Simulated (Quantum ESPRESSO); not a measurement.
# λ and ρ(T) of W (Im-3m) from pw.x, ph.x and EPW, part 3 of 3

How strongly do phonons scatter the electrons of W (Im-3m), and how dense must the meshes be?

Quantum ESPRESSO 7.5; DFT LDA, scalar-relativistic, plane waves, PseudoDojo 0.4.1 norm-conserving pseudopotentials.

So far, coupling constant λ: step 8 (coupling and Tc: fine k 20×20×20, q 10×10×10, width 0.15 …) 0.336. Also log mean phonon energy ħω_log (meV): step 8 19.7.

### Step 9. Resistivity: fine k 24×24×24, q 12×12×12, adaptive width, window 0.32 eV

The Boltzmann equation is solved by iteration on a fine mesh; only states within the window around the Fermi level enter.

The input, bte-1.in:

```
--
&INPUTEPW
  prefix        = 'x'
  outdir        = './tmp'
  dvscf_dir     = './save'
  elph          = .true.
  etf_mem       = 1
  nbndsub       = 9
  bands_skipped = 'exclude_bands = 1-4'
  use_ws        = .true.
  vme           = 'wannier'
  asr_typ       = 'crystal'
  nk1           = 12
  nk2           = 12
  nk3           = 12
  nq1           = 6
  nq2           = 6
  nq3           = 6
  amass(1)      = 183.84
  epwwrite      = .false.
  epwread       = .true.
  wannierize    = .false.
  nkf1          = 24
  nkf2          = 24
  nkf3          = 24
  nqf1          = 12
  nqf2          = 12
  nqf3          = 12
  mp_mesh_k     = .true.
  scattering    = .true.
  iterative_bte = .true.
  epmatkqread   = .false.
  assume_metal  = .true.
  int_mob       = .false.
  carrier       = .false.
  ngaussw       = -99
  mob_maxiter   = 200
  broyden_beta  = 0.7
  fsthick       = 0.32
  degaussw      = 0.0
  nstemp        = 6
  temps         = 150 200 273 300 400 500
  restart       = .false.
  selecqread    = .false.
/
```

Command:

```
$ OMP_NUM_THREADS=1 mpirun -n 16 epw.x -nk 16 -in bte-1.in > bte-1.out
```

The log of the run:

```text
[the first part of the log is left out]
     =============================================================================================
     Start solving iterative Boltzmann Transport Equation
     =============================================================================================
     Iteration number:         1
     =============================================================================================
       Temp     Fermi        DOS        Population SR                 Conductivity
        [K]      [eV]    [states/Ry] [carriers per cell]               [Ohm.cm]^-1
     =============================================================================================
      150.000  23.0779   0.56788E+01   0.17898E-14    0.122922E+06   -0.291246E-12   -0.150544E-11
                                       0.44552E-14    0.101705E-12    0.122922E+06   -0.966196E-12
                                      -0.87690E-15   -0.563995E-12   -0.816721E-12    0.122922E+06
      200.000  23.0807   0.18561E+01  -0.37819E-14    0.111709E+06   -0.935377E-12    0.155641E-12
                                      -0.39896E-14   -0.445368E-12    0.111709E+06    0.528557E-12
                                       0.88905E-15   -0.556315E-12    0.477946E-13    0.111709E+06
      273.000  23.0833   0.31613E+00   0.87789E-15    0.100646E+06   -0.788959E-12    0.674977E-12
                                       0.13148E-14   -0.591713E-12    0.100646E+06   -0.283565E-12
                                       0.65226E-15   -0.184650E-13   -0.567106E-12    0.100646E+06
      300.000  23.0839   0.38098E+00  -0.32232E-14    0.974214E+05   -0.246551E-12    0.986553E-13
                                      -0.31326E-14    0.147922E-12    0.974214E+05    0.209559E-12
                                      -0.48984E-14    0.314363E-12   -0.862830E-13    0.974214E+05
      400.000  23.0848   0.69995E+00   0.90226E-16    0.864486E+05   -0.369932E-12    0.295778E-12
                                      -0.65919E-15   -0.123237E-12    0.864486E+05    0.247520E-13
                                       0.24006E-14    0.425361E-12   -0.184960E-12    0.864486E+05
      500.000  23.0838   0.35358E+00   0.72861E-15    0.765412E+05    0.123279E-12    0.191090E-12
                                       0.47878E-15   -0.246437E-13    0.765412E+05   -0.493115E-13
                                      -0.26017E-14    0.132543E-12   -0.739792E-13    0.765412E+05
                                                      0.122922E+06    Max error
     [...]
     Iteration number:        23
     =============================================================================================
       Temp     Fermi        DOS        Population SR                 Conductivity
        [K]      [eV]    [states/Ry] [carriers per cell]               [Ohm.cm]^-1
     =============================================================================================
      150.000  23.0779   0.56788E+01  -0.48884E-14    0.122171E+06   -0.118232E-11   -0.229182E-11
                                       0.88853E-14    0.593375E-12    0.122171E+06   -0.504672E-13
                                      -0.13444E-14   -0.109320E-12   -0.568719E-12    0.122171E+06
      200.000  23.0807   0.18561E+01   0.68524E-15    0.111451E+06   -0.470000E-13   -0.755846E-12
                                       0.35787E-14    0.935425E-12    0.111451E+06    0.194934E-12
                                       0.13496E-14   -0.285040E-12   -0.724744E-13    0.111451E+06
      273.000  23.0833   0.31613E+00  -0.13366E-14    0.100549E+06    0.442262E-12   -0.440715E-12
                                       0.62216E-14    0.838247E-12    0.100549E+06   -0.295869E-12
                                      -0.38710E-14   -0.432013E-13    0.936966E-12    0.100549E+06
      300.000  23.0839   0.38098E+00  -0.20088E-14    0.973702E+05   -0.485410E-13    0.287400E-12
                                      -0.17798E-14   -0.862975E-12    0.973702E+05    0.793606E-13
                                      -0.41113E-14   -0.246587E-12    0.517794E-12    0.973702E+05
      400.000  23.0848   0.69995E+00   0.25353E-14    0.865764E+05   -0.124820E-12   -0.254254E-12
                                       0.18215E-16   -0.172542E-12    0.865764E+05    0.678033E-12
                                      -0.48052E-15    0.360634E-12   -0.909662E-13    0.865764E+05
      500.000  23.0838   0.35358E+00   0.26498E-14    0.767990E+05   -0.334008E-12   -0.301638E-12
                                       0.90813E-15   -0.111119E-12    0.767990E+05   -0.213041E-12
                                      -0.10040E-14   -0.299110E-12   -0.137003E-13    0.767990E+05
                                                      0.723390E-06    Max error
```

Run time: 8.7 min. Hardware: 16 MPI ranks of Arm Neoverse V2, shared host.

This step gave:

```yaml
iterations: 23
resistivity_at_300_k: 10.27 μΩ cm
```

Resistivity, by row:

```
T (K)  rho_xx (μΩ cm)  rho_yy  rho_zz  relaxation-time approximation, mean of the axes (μΩ cm)
  150           8.185   8.185   8.185                                                    8.841
  200           8.973   8.973   8.973                                                    9.634
  273           9.945   9.945   9.945                                                    10.62
  300           10.27   10.27   10.27                                                    10.95
  400           11.55   11.55   11.55                                                    12.26
  500           13.02   13.02   13.02                                                    13.76
```

ρ(300 K) = 10.3 μΩ cm; the relaxation-time start gave 10.9. One mesh does not show convergence. The largest adaptive width printed is 0.82 eV, against a window of 0.32 eV outside which no state is counted.

### Step 10. Coupling and Tc, input with a fault, fine q mesh 10×10×10, fine mesh 10×10×10

Another input is tried.

The input, bad.in:

```
--
&INPUTEPW
  prefix           = 'x'
  outdir           = './tmp'
  dvscf_dir        = './save'
  elph             = .true.
  etf_mem          = 1
  nbndsub          = 9
  bands_skipped    = 'exclude_bands = 1-4'
  use_ws           = .true.
  vme              = 'wannier'
  asr_typ          = 'crystal'
  nk1              = 12
  nk2              = 12
  nk3              = 12
  nq1              = 6
  nq2              = 6
  nq3              = 6
  amass(1)         = 183.84
  epwwrite         = .false.
  epwread          = .true.
  wannierize       = .false.
  nkf1             = 10
  nkf2             = 10
  nkf3             = 10
  nqf1             = 10
  nqf2             = 10
  nqf3             = 10
  mp_mesh_k        = .true.
  ephwrite         = .true.
  eliashberg       = .true.
  liso             = .true.
  limag            = .true.
  tc_linear        = .true.
  tc_linear_solver = 'lapack'
  fsthick          = 0.4
  degaussw         = 0.01
  degaussq         = 0.5
  nqstep           = 500
  muc              = 0.13
  wscut            = 0.3
  nsiter           = 500
  nstemp           = 7
  temps            = 0.5 1.0 2.0 4.0 8.0 16.0 32.0
/
```

Command:

```
$ OMP_NUM_THREADS=1 mpirun -n 16 epw.x -nk 16 -in bad.in > bad.out
```

The log of the run:

```text
[the first part of the log is left out]
            Electron smearing (eV) =    0.100000000000000D-01
                 Fermi window (eV) =    0.400000000000000D+00
     Finish writing .ephmat files
     ===================================================================
     Memory usage:  VmHWM =        80Mb
                   VmPeak =       692Mb
     ===================================================================
     Finish writing dos file x.dos
     Finish writing phdos files x.phdos and x.phdos_proj
     ===================================================================
     Solve isotropic Eliashberg equations
     ===================================================================
     Finish reading freq file
                  Fermi level (eV) =     2.3212222021E+01
     DOS(states/spin/eV/Unit Cell) =     1.6653713864E+00
            Electron smearing (eV) =     1.0000000000E-02
                 Fermi window (eV) =     4.0000000000E-01
     Nr irreducible k-points within the Fermi shell =        13 out of        47
           2 bands within the Fermi window
     Finish reading egnv file
     Max nr of q-points =       240
     Finish reading ikmap files
     Start reading .ephmat files
     Finish reading .ephmat files
     a2f file is not found to estimate initial gap: calculating a2f files
     Finish reading a2f file
     Electron-phonon coupling strength =    1.7178570
     Estimated Tc using McMillan expression =  24.2213 K for muc =   0.1300
     Estimated Tc using Allen-Dynes modified McMillan expression =  26.8405 K
     Estimated Tc using SISSO machine learning model =  27.7200 K
     Estimated w_log =  17.6076 meV
     Estimated BCS superconducting gap using McMillan Tc =   3.6735 meV
     WARNING WARNING WARNING
     The code may crash since tempsmax =   32.000 K is larger than McMillan Tc =    24.221 K
     Start: Solving (isotropic) linearized Eliashberg equation with solver = lapack
     For the first Temp.    0.50  K
       Total number of frequency points nsiw(     1) =   1108
       Cutoff frequency wscut =     0.3001
     Superconducting transition temp. Tc is the one which has Max. eigenvalue close to 1
      -----------------------------------------------------------------
             Temp.       Max.         nsiw     wscut    Nr. of iters
             (K)       eigenvalue    (itemp)   (eV)      to Converge
      -----------------------------------------------------------------
             0.50      7.2137457     1108      0.3001        1
             1.00      6.1301653      554      0.3002        1
             2.00      5.0523027      277      0.3005        1
             4.00      3.9827776      139      0.3021        1
             8.00      2.9248458       69      0.3010        1
            16.00      1.8839756       35      0.3075        1
            32.00      0.9069972       17      0.3032        1
      -----------------------------------------------------------------
     Finish: Solving (isotropic) linearized Eliashberg equation
```

The job ended after 4.2 min (16 MPI ranks; 67 min of CPU time).

Numbers from this step:

```yaml
coupling_constant_lambda: 1.718
log_mean_phonon_energy_omega_log: 17.61 meV
density_of_states_at_the_fermi_level: 1.665 states/eV a spin and cell
fermi_level_on_the_fine_mesh: 23.21 eV
```

This input has a delta width far below the mesh spacing, and its λ = 1.72 is no result.

### Step 11. Results

```
Wannier functions, band error                                                   : 9 functions; 4 meV r.m.s.
coupling constant λ, fine k 20×20×20, q 10×10×10, width 0.15 eV, window 0.61 eV : 0.336
ħω_log                                                                          : 19.7 meV
Tc at μ* = 0.13, Allen–Dynes                                                    : 0.082 K
resistivity at 300 K, 24×24×24                                                  : 10.3 μΩ cm, unsound
```

Step 7: No branch goes imaginary on this path. Step 8: The coupling constant from the curve is λ = 0.34; modes below 20.2 meV give half. Step 8: Distinct peaks of the a2F stand at 20.2, 21.4, 24.9 and 26.4 meV; the one at 20.2 meV is strongest. On the finest meshes run, W (Im-3m) has λ = 0.34 and an unconverged phonon-limited resistivity of 10.3 μΩ cm at 300 K. The resistivity rests on one fine mesh, a coarse one, and its convergence is untested: it is no result for this metal. On the finest mesh the adaptive width still reaches 0.82 eV against a window of 0.32 eV; the window, which cuts off final states, was not widened. The relaxed volume lies -3.2 % from the database entry, which shifts the phonons and with them λ and ρ. λ rests on one fine mesh and one width. Between 150 and 500 K the resistivity rises by a factor of 1.59, against 3.33 for a straight line through the origin; phonon scattering should fall faster than that line on cooling, so the temperature dependence is not converged. Measured: resistivity: 5.44 μΩ cm at 300 K (at 300 K; handbook value for the pure polycrystalline metal; quoted in “CRC Handbook of Chemistry and Physics, 84th edition, Electrical Resistivity of Pure Metals”, 2003, CRC Press, section 12, read from Wikipedia's data page); the unsound value above is not graded against it. Measured: resistivity: 10.3 μΩ cm at 500 K (at 500 K; handbook value for the pure polycrystalline metal; quoted in “CRC Handbook of Chemistry and Physics, 84th edition, Electrical Resistivity of Pure Metals”, 2003, CRC Press, section 12, read from Wikipedia's data page); the unsound value above is not graded against it. Measured: transition temperature: 0.015 K (bulk, normal pressure; compiled value; quoted in “List of superconductors”, 2026, Wikipedia's table of superconducting elements, as read in December); Allen and Dynes's formula gives 0.082 K at μ* = 0.13, a miss by a large factor whose cause these runs do not show; μ* is typed and spin fluctuations are left out. Spin–orbit coupling is left out, though W is heavy. The q mesh of ph.x (6×6×6), the k mesh and smearing of the ground state (12×12×12) and EPW's coarse k mesh (12×12×12) were not varied. Only scattering by harmonic phonons counts; impurities, grain boundaries and thermal expansion are left out, and μ* is typed.

[The logs of pw.x and epw.x are selected lines.]

[Logs are printed without paths, hosts, clocks, repeated set-up lines and the standing remarks that a program may print on its own settings, such as how far it seeks lower states.]

[Hosts, paths, dates, database ids (printed as entryN), source tags and the programs' standing remarks are cut or masked in the printed files.]
